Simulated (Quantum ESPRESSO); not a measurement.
## Mn3InC: which magnetic order is lowest

A self-consistent run ends on one state, which hangs on the start. Several orders of Mn3InC are started in Quantum ESPRESSO and their energies compared.

Calculated with Quantum ESPRESSO 7.5; LDA; plane waves with GBRV 1.5 LDA potentials, no spin-orbit coupling.

Report form: the programs' logs are mostly left out.

## 1. The starting structure

Symmetry: Pm-3m, No. 221, cubic system. The conventional cell has a = 3.949 Å, b = 3.949 Å, c = 3.949 Å, α = 90.00°, β = 90.00°, γ = 90.00°. Mn has 2 C at 1.97 Å and 8 Mn at 2.79 Å and 4 In at 2.79 Å nearest. Nearest to In lie 12 Mn at 2.79 Å. Nearest to C lie 6 Mn at 1.97 Å. Farther neighbours are not listed.

Coordinates:

```cif
data_structure
_symmetry_space_group_name_H-M 'Pm-3m'
_symmetry_Int_Tables_number 221
_cell_length_a 3.9487
_cell_length_b 3.9487
_cell_length_c 3.9487
_cell_angle_alpha 90.000
_cell_angle_beta 90.000
_cell_angle_gamma 90.000
_cell_volume 61.57
loop_
_atom_site_label
_atom_site_type_symbol
_atom_site_symmetry_multiplicity
_atom_site_Wyckoff_symbol
_atom_site_fract_x
_atom_site_fract_y
_atom_site_fract_z
_atom_site_occupancy
Mn1 Mn 3 d 0.50000 0.00000 0.00000 1
In1 In 1 b 0.50000 0.50000 0.50000 1
C1 C 1 a 0.00000 0.00000 0.00000 1
```

The cell comes from Materials Project 2023-11-01, a database of computed structures, and need not be the stable phase.

## 2. Start 1: ferro +++

The signs are those of the starting moments on the seeded atoms, the atoms that are given a moment.

pw.in

```
&CONTROL
  calculation = 'scf'
  prefix = 'pwscf'
  outdir = './tmp'
  pseudo_dir = './pseudo'
  disk_io = 'nowf'
/
&SYSTEM
  ibrav = 0
  celldm(1) = 8
  nat = 5
  ntyp = 3
  ecutwfc = 40
  ecutrho = 280
  nbnd = 46
  occupations = 'smearing'
  smearing = 'fd'
  degauss = 0.00734986
  nspin = 2
  starting_magnetization(1) = 0.2333
  starting_magnetization(2) = 0
  starting_magnetization(3) = 0
/
&ELECTRONS
  conv_thr = 1d-08
  electron_maxstep = 150
  mixing_beta = 0.3
/
ATOMIC_SPECIES
Mn     54.9380 mn_lda_v1.5.uspp.F.UPF
In    114.8180 in_lda_v1.4.uspp.F.UPF
C      12.0110 c_lda_v1.2.uspp.F.UPF
CELL_PARAMETERS alat
   0.9327369259869    0.0000000000000    0.0000000000000
   0.0000000000000    0.9327369259869    0.0000000000000
   0.0000000000000    0.0000000000000    0.9327369259869
ATOMIC_POSITIONS crystal
Mn      0.5000000000    0.0000000000    0.0000000000
Mn      0.0000000000    0.0000000000    0.5000000000
Mn      0.0000000000    0.5000000000    0.0000000000
In      0.5000000000    0.5000000000    0.5000000000
C       0.0000000000    0.0000000000    0.0000000000
K_POINTS automatic
6 6 6 0 0 0
```

Command:

```bash
$ OMP_NUM_THREADS=1 mpirun -n 4 pw.x -nk 4 -in pw.in > pw.out
```

Elapsed: 19 s, on 4 MPI ranks of Intel Xeon Platinum 8488C (Sapphire Rapids), shared host; peak memory 0.45 GiB; 71 s of CPU time.

Spin moment in the atom's sphere by atom:

| atom | spin moment in the atom's sphere (μB) |
| --- | --- |
| Mn1 | 1.58 |
| Mn2 | 1.58 |
| Mn3 | 1.58 |
| In4 | -0.06 |
| C5 | -0.13 |

This step gave:

* smearing term TS: 0.1847 eV
* magnetization: 5.207 μB
* absolute magnetization: 5.729 μB
* final state: ferromagnetic

## 3. Run 2, typed as ferri ++−

pw.in: that of step 2 with these lines changed.

```diff
@@ -11,6 +11,6 @@
   nat = 5
-  ntyp = 3
+  ntyp = 4
   ecutwfc = 40
   ecutrho = 280
-  nbnd = 46
+  nbnd = 43
   occupations = 'smearing'
@@ -20,4 +20,5 @@
   starting_magnetization(1) = 0.2333
-  starting_magnetization(2) = 0
+  starting_magnetization(2) = -0.2333
   starting_magnetization(3) = 0
+  starting_magnetization(4) = 0
 /
@@ -29,3 +30,4 @@
 ATOMIC_SPECIES
-Mn     54.9380 mn_lda_v1.5.uspp.F.UPF
+Mn1    54.9380 mn_lda_v1.5.uspp.F.UPF
+Mn2    54.9380 mn_lda_v1.5.uspp.F.UPF
 In    114.8180 in_lda_v1.4.uspp.F.UPF
@@ -37,5 +39,5 @@
 ATOMIC_POSITIONS crystal
-Mn      0.5000000000    0.0000000000    0.0000000000
-Mn      0.0000000000    0.0000000000    0.5000000000
-Mn      0.0000000000    0.5000000000    0.0000000000
+Mn1     0.5000000000    0.0000000000    0.0000000000
+Mn1     0.0000000000    0.0000000000    0.5000000000
+Mn2     0.0000000000    0.5000000000    0.0000000000
 In      0.5000000000    0.5000000000    0.5000000000
```

Run time: 38 s. Hardware: 4 MPI ranks; peak memory 0.5 GiB; 2.5 min of CPU time.

Spin moment in the atom's sphere by atom:

| atom | spin moment in the atom's sphere (μB) |
| --- | --- |
| Mn1 | 1.24 |
| Mn2 | 1.24 |
| Mn3 | -1.88 |
| In4 | -0.02 |
| C5 | -0.02 |

This step gave:

```
smearing term TS       : 0.1739 eV
magnetization          : 0.635 μB
absolute magnetization : 5.288 μB
final state            : ferrimagnetic
```

## 4. Run 3 (no spin polarisation)

pw.in

```
&CONTROL
  calculation = 'scf'
  prefix = 'pwscf'
  outdir = './tmp'
  pseudo_dir = './pseudo'
  disk_io = 'nowf'
/
&SYSTEM
  ibrav = 0
  celldm(1) = 8
  nat = 5
  ntyp = 3
  ecutwfc = 40
  ecutrho = 280
  nbnd = 41
  occupations = 'smearing'
  smearing = 'fd'
  degauss = 0.00734986
/
&ELECTRONS
  conv_thr = 1d-08
  electron_maxstep = 150
  mixing_beta = 0.3
/
ATOMIC_SPECIES
Mn     54.9380 mn_lda_v1.5.uspp.F.UPF
In    114.8180 in_lda_v1.4.uspp.F.UPF
C      12.0110 c_lda_v1.2.uspp.F.UPF
CELL_PARAMETERS alat
   0.9327369259869    0.0000000000000    0.0000000000000
   0.0000000000000    0.9327369259869    0.0000000000000
   0.0000000000000    0.0000000000000    0.9327369259869
ATOMIC_POSITIONS crystal
Mn      0.5000000000    0.0000000000    0.0000000000
Mn      0.0000000000    0.0000000000    0.5000000000
Mn      0.0000000000    0.5000000000    0.0000000000
In      0.5000000000    0.5000000000    0.5000000000
C       0.0000000000    0.0000000000    0.0000000000
K_POINTS automatic
6 6 6 0 0 0
```

The job ended after 9.1 s (4 MPI ranks; peak memory 0.39 GiB; 32 s of CPU time).

Read from the output:

```
smearing term TS : 0.3246 eV
final state      : non-magnetic (no spin polarisation)
```

## 5. Ranking

An order is kept where moments of 0.15 μB or more survive with the typed signs; meshes match where a doubled cell samples the same k points as the first cell.

Ferrimagnetic means that a moment over 0.15 μB on a transition or rare-earth metal, induced ones included, opposes the net moment. Orders:

| start | final state | typed order kept | energy over the lowest (meV a seeded atom) | largest site moment (μB) | net moment (μB a cell of the first run) | mesh matched | CPU time (s) |
| --- | --- | --- | --- | --- | --- | --- | --- |
| ferro +++ | ferromagnetic | yes | 0 | 1.582 | 5.207 | yes | 71.12 |
| ferri ++- | ferrimagnetic | yes | 49.13 | 1.883 | 0.6353 | yes | 147.6 |
| no spin polarisation | non-magnetic | - | 144.7 | 0 | 0 | yes | 32.24 |

## 6. Summary of results

| Item | Value |
| --- | --- |
| lowest state found | ferromagnetic (from ferro +++) |
| largest site moment | 1.58 μB |
| next state with moments | ferrimagnetic, 49.1 meV a seeded atom higher |
| state without moments | 145 meV a seeded atom higher |

What this shows: Only these 3 starts were compared; other wavevectors, canted and longer-period orders were not. Energies are free energies at an electronic temperature of 1160 K, which lowers moments and differences where the moments are itinerant.

[Logs and program files are shortened in this print: banners, set-up blocks, solver, clock and traceback lines can be left out without a mark of their own.]

[Logs are printed without paths, hosts, clocks, repeated set-up lines and the standing remarks that a program may print on its own settings, such as how far it seeks lower states.]

[Hosts, paths, dates, database ids (printed as entryN), source tags and the programs' standing remarks are cut or masked in the printed files.]

[Where a cell is said to come from a database of computed structures, the database is the Materials Project.]
